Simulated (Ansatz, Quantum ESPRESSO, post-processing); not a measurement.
# Ni(111), 5 layers: vacuum level and surface dipole, part 2 of 2

Aim: the work function of each face of Ni(111), 5 layers, and how it moves with functional, pseudopotentials and boundary condition.

Quantum ESPRESSO 7.5; plane-wave DFT, PBE, GBRV ultrasoft pseudopotentials; geometry and cross-check by Ansatz 0.2.0 with PAW datasets.

So far. Step 8 (Ground state: open boundaries by the effective …): The upper level is 5.035 eV against 5.038 eV from the periodic run.

### 9. Self-consistent run: PBEsol, GBRV ultrasoft

The geometry stays; functional or pseudopotentials change.

Level of this step: plane-wave DFT, PBEsol, GBRV ultrasoft pseudopotentials (Quantum ESPRESSO 7.5).

gbrv-pbesol.in

```
&control
  prefix = 'gbrv-pbesol'
  outdir = './out'
  pseudo_dir = './pseudo'
  calculation = 'scf'
  tprnfor = .true.
/
&system
  ibrav = 0
  nat = 5
  ntyp = 1
  ecutwfc = 40
  ecutrho = 200
  occupations = 'smearing'
  smearing = 'mv'
  degauss = 0.02
  nspin = 2
  starting_magnetization(1) = 0.12
/
&electrons
  conv_thr = 1e-07
  mixing_beta = 0.4
  electron_maxstep = 120
  mixing_mode = 'local-TF'
/
ATOMIC_SPECIES
  Ni  58.6934  ni_pbesol_v1.4.uspp.F.UPF
CELL_PARAMETERS angstrom
  2.48901586975992 0.00000000000000 0.00000000000000
  1.24450793487996 2.15555097363471 0.00000000000000
  0.00000000000000 0.00000000000000 24.12909179020000
ATOMIC_POSITIONS crystal
  Ni  0.666666666667 0.666666666667 0.332744791999
  Ni  0.000000000000 -0.000000000000 0.415799910251
  Ni  0.333333333333 0.333333333333 0.500000000000
  Ni  0.666666666667 0.666666666667 0.584199870084
  Ni  -0.000000000000 -0.000000000000 0.667254826827
K_POINTS automatic
  12 12 1 0 0 0
```

Command:

```sh
$ OMP_NUM_THREADS=1 mpirun -n 8 pw.x -nk 8 -in gbrv-pbesol.in > gbrv-pbesol.out
```

The job ended after 54 s (8 MPI ranks of Arm Neoverse V2, shared host; peak memory 0.87 GiB).

Read from the output:

| Item | Value |
| --- | --- |
| free energy | -23337.9598 eV |
| Fermi energy | 4.507 eV |
| magnetization | 3.59 μB |
| site moments | 0.7729, 0.7733, 0.73, 0.7733, 0.7729 μB |

### 10. Potential by pp.x

gbrv-pbesol.pot.in

```
&inputpp
  prefix = 'gbrv-pbesol'
  outdir = './out'
  filplot = 'gbrv-pbesol.pot.dat'
  plot_num = 11
/
```

Command:

```sh
$ OMP_NUM_THREADS=1 mpirun -n 8 pp.x -in gbrv-pbesol.pot.in > gbrv-pbesol.pot.out
```

Run time: 0.74 s. Hardware: 8 MPI ranks; peak memory 0.1 GiB; 5.1 s of CPU time.

Numbers from this step:

| Item | Value |
| --- | --- |
| work function of the upper face | 5.167 eV |
| slope of the potential above | 5.24e-4 eV/Å |
| upper vacuum line continued to the top atoms, over the Fermi level | 5.164 eV |
| work function of the lower face | 5.168 eV |
| slope of the potential below | -4.58e-5 eV/Å |
| lower vacuum line continued to the bottom atoms, over the Fermi level | 5.168 eV |

The upper face goes from 5.038 eV (PBE, GBRV) to 5.167 eV, a change of +0.129 eV.

### 11. SCF with pw.x: LDA, GBRV ultrasoft

Level of this step: plane-wave DFT, LDA, GBRV ultrasoft pseudopotentials (Quantum ESPRESSO 7.5).

gbrv-lda.in, as its differences from the input of step 9:

```diff
@@ -1,3 +1,3 @@
 &control
-  prefix = 'gbrv-pbesol'
+  prefix = 'gbrv-lda'
   outdir = './out'
@@ -26,3 +26,3 @@
 ATOMIC_SPECIES
-  Ni  58.6934  ni_pbesol_v1.4.uspp.F.UPF
+  Ni  58.6934  ni_lda_v1.4.uspp.F.UPF
 CELL_PARAMETERS angstrom
```

Command:

```sh
$ OMP_NUM_THREADS=1 mpirun -n 8 pw.x -nk 8 -in gbrv-lda.in > gbrv-lda.out
```

Run time: 52 s. Hardware: 8 MPI ranks; peak memory 0.86 GiB.

This step gave:

| Quantity | Value |
| --- | --- |
| free energy | -23345.3013 eV |
| Fermi energy | 4.231 eV |
| magnetization | 3.53 μB |
| absolute magnetization | 3.95 μB |
| site moments | 0.7477, 0.7524, 0.7102, 0.7524, 0.7477 μB |

### 12. Potential by pp.x

gbrv-lda.pot.in

```
&inputpp
  prefix = 'gbrv-lda'
  outdir = './out'
  filplot = 'gbrv-lda.pot.dat'
  plot_num = 11
/
```

Command:

```sh
$ OMP_NUM_THREADS=1 mpirun -n 8 pp.x -in gbrv-lda.pot.in > gbrv-lda.pot.out
```

Elapsed: 0.73 s, on 8 MPI ranks; peak memory 0.1 GiB; 5.1 s of CPU time.

Read from the output:

- work function of the upper face: 5.434 eV
- slope of the potential above: 4.96e-4 eV/Å
- upper vacuum line continued to the top atoms, over the Fermi level: 5.432 eV
- work function of the lower face: 5.435 eV
- slope of the potential below: -2.54e-5 eV/Å
- lower vacuum line continued to the bottom atoms, over the Fermi level: 5.435 eV

The upper face goes from 5.038 eV (PBE, GBRV) to 5.434 eV, a change of +0.396 eV.

### 13. Self-consistent run: LDA, PseudoDojo norm-conserving

Level of this step: plane-wave DFT, LDA, PseudoDojo norm-conserving pseudopotentials (Quantum ESPRESSO 7.5).

dojo-lda.in, as its differences from the input of step 11:

```diff
@@ -1,3 +1,3 @@
 &control
-  prefix = 'gbrv-lda'
+  prefix = 'dojo-lda'
   outdir = './out'
@@ -11,4 +11,4 @@
   ntyp = 1
-  ecutwfc = 40
-  ecutrho = 200
+  ecutwfc = 90
+  ecutrho = 360
   occupations = 'smearing'
@@ -26,3 +26,3 @@
 ATOMIC_SPECIES
-  Ni  58.6934  ni_lda_v1.4.uspp.F.UPF
+  Ni  58.6934  Ni.dojo-sr-lda-0.4.1-standard.upf
 CELL_PARAMETERS angstrom
```

Command:

```sh
$ OMP_NUM_THREADS=1 mpirun -n 8 pw.x -nk 8 -in dojo-lda.in > dojo-lda.out
```

Elapsed: 90 s, on 8 MPI ranks; peak memory 1.7 GiB.

Read from the output:

- free energy: -22810.2832 eV
- Fermi energy: 4.524 eV
- magnetization: 3.48 μB
- absolute magnetization: 3.87 μB
- site moments: 0.7358, 0.7388, 0.6974, 0.7388, 0.7358 μB

### 14. Electrostatic potential

dojo-lda.pot.in

```
&inputpp
  prefix = 'dojo-lda'
  outdir = './out'
  filplot = 'dojo-lda.pot.dat'
  plot_num = 11
/
```

Command:

```sh
$ OMP_NUM_THREADS=1 mpirun -n 8 pp.x -in dojo-lda.pot.in > dojo-lda.pot.out
```

It took 0.73 s on 8 MPI ranks; peak memory 0.1 GiB; 5.1 s of CPU time.

This step gave:

```
work function of the upper face                                       : 5.438 eV
slope of the potential above                                          : 3.24e-4 eV/Å
upper vacuum line continued to the top atoms, over the Fermi level    : 5.436 eV
work function of the lower face                                       : 5.439 eV
slope of the potential below                                          : 1.34e-4 eV/Å
lower vacuum line continued to the bottom atoms, over the Fermi level : 5.440 eV
```

The upper face goes from 5.038 eV (PBE, GBRV) to 5.438 eV, a change of +0.400 eV.

### 15. All levels side by side

All levels:

```
                                                  level  upper face (eV)  lower face (eV)  dipole (e Å)  CPU time (s)
                                  QE PBE GBRV, periodic            5.038            5.039             -         425.3
                                   QE PBE GBRV, ESM bc1            5.035             5.04             -         648.2
                     QE PBEsol GBRV ultrasoft, periodic            5.167            5.168             -         430.3
                        QE LDA GBRV ultrasoft, periodic            5.434            5.435             -         411.4
            QE LDA PseudoDojo norm-conserving, periodic            5.438            5.439             -         720.2
Ansatz PBE PAW, sawtooth (time of the whole relaxation)            5.052            5.051      -3.10e-5         125.8
```

The times are CPU seconds on a shared host; the codes use unlike cutoffs, datasets and smearings, so their times compare unlike work.

### 16. SCF with pw.x, with conv_thr = 0.0001, mixing_mode = plain, mixing_beta = 0.1 and electron_maxstep = 100

A sensitivity test on the input.

Level of this step: plane-wave DFT, PBE, GBRV ultrasoft pseudopotentials (Quantum ESPRESSO 7.5).

esm.w0.in

```
&control
  prefix = 'esm.w0'
  outdir = './out'
  pseudo_dir = './pseudo'
  calculation = 'scf'
  tprnfor = .true.
/
&system
  ibrav = 0
  nat = 5
  ntyp = 1
  ecutwfc = 40
  ecutrho = 200
  occupations = 'smearing'
  smearing = 'mv'
  degauss = 0.02
  assume_isolated = 'esm'
  esm_bc = 'bc1'
  nspin = 2
  starting_magnetization(1) = 0.12
/
&electrons
  conv_thr = 0.0001
  mixing_beta = 0.1
  electron_maxstep = 100
  mixing_mode = 'plain'
/
ATOMIC_SPECIES
  Ni  58.6934  ni_pbe_v1.4.uspp.F.UPF
CELL_PARAMETERS angstrom
  2.48901586975992 0.00000000000000 0.00000000000000
  1.24450793487996 2.15555097363471 0.00000000000000
  0.00000000000000 0.00000000000000 24.12909179020000
ATOMIC_POSITIONS crystal
  Ni  0.666666666667 0.666666666667 -0.167255017414
  Ni  0.000000000000 -0.000000000000 -0.084199899161
  Ni  0.333333333333 0.333333333333 0.000000190587
  Ni  0.666666666667 0.666666666667 0.084200060671
  Ni  -0.000000000000 -0.000000000000 0.167255017414
K_POINTS automatic
  12 12 1 0 0 0
```

Command:

```sh
$ OMP_NUM_THREADS=1 mpirun -n 8 pw.x -nk 8 -in esm.w0.in > esm.w0.out
```

Wall time 96 s (8 MPI ranks); peak memory 0.87 GiB; 13 min of CPU time.

The changed values were drawn from a wide range, not chosen for quality; the comparison shows what they did here together.

Beside the run it was changed from:

```
                                                           quantity   this run  unchanged run  difference
vacuum line at the upper end of the cell, over the Fermi level (eV)      4.927          5.035       -0.11
vacuum line at the lower end of the cell, over the Fermi level (eV)      4.932          5.040       -0.11
                                                   free energy (eV)  -23351.36      -23351.36      0.0013
                                                      wall time (s)         96             81            
                                                     SCF iterations         35             26
```

The free energy moves by +0.27 meV an atom.

Of the changes, the loose conv_thr is the one that can move converged levels.

Levels move by up to 109 meV, so the change matters at the level of the results.

### 17. A check by hand

In the first self-consistent run, on its own zero, the Fermi level is 4.659 eV and the upper vacuum level 9.697 eV: φ = 9.697 − (4.659) = 5.038 eV.

### 18. Summary of results

| Item | Value |
| --- | --- |
| work function of the upper face, PBE, GBRV | 5.04 eV |
| work function of the lower face, PBE, GBRV | 5.04 eV |
| upper face by ESM | 5.04 eV |
| upper face by Ansatz | 5.05 eV |

In words: At the first level (PBE, GBRV ultrasoft) the work function comes to 5.04 eV on both faces. ESM differs from the periodic treatment by -3 meV on the upper face and +1 meV on the lower. Over the levels tried the upper face spans 5.04 eV (QE PBE GBRV, ESM bc1) to 5.44 eV (QE LDA PseudoDojo norm-conserving, periodic). Quantum ESPRESSO and Ansatz give 5.04 and 5.05 eV for the upper face, which agree. Ansatz ran with Fermi-Dirac smearing of 0.1 eV against cold smearing of 0.02 Ry, which alone can move a level by some tens of meV. With 12×12 points and so few layers the values hold to some 0.05 to 0.1 eV. The slab is cut at a tabulated measured bulk lattice constant, given to two decimals.

Comparison with the measured values:

| quantity | measured | QE PBE GBRV | QE PBE GBRV, ESM bc1 | QE PBEsol GBRV | QE LDA GBRV | QE LDA PseudoDojo | Ansatz PBE PAW |
| --- | --- | --- | --- | --- | --- | --- | --- |
| work function (clean (111) face) (eV) | 5.36 | 5.04 (-0.32 eV) | 5.04 (-0.32 eV) | 5.17 (-0.19 eV) | 5.43 (+0.07 eV) | 5.44 (+0.08 eV) | 5.05 (-0.31 eV) |

Measured values from arxiv:1902.07811 (2019).

How well it matches: For the work function, of the levels listed nearest comes QE LDA GBRV (+0.07 eV, good agreement) and farthest QE PBE GBRV, ESM bc1 (-0.32 eV, fair agreement). The grades are ours: good and fair within 3 and 7 % for the work function. Other measurements of the same face can differ from the value quoted by 0.1 to 0.2 eV.

[Logs are printed without paths, hosts, clocks, repeated set-up lines and the standing remarks that a program may print on its own settings, such as how far it seeks lower states.]

[Hosts, paths, dates, database ids (printed as entryN), source tags and the programs' standing remarks are cut or masked in the printed files.]

[Maps of the electrostatic potential energy from Ansatz leave out the sawtooth potential of an applied field or a dipole correction, so their vacuum need not be flat; planar profiles and work functions include it.]
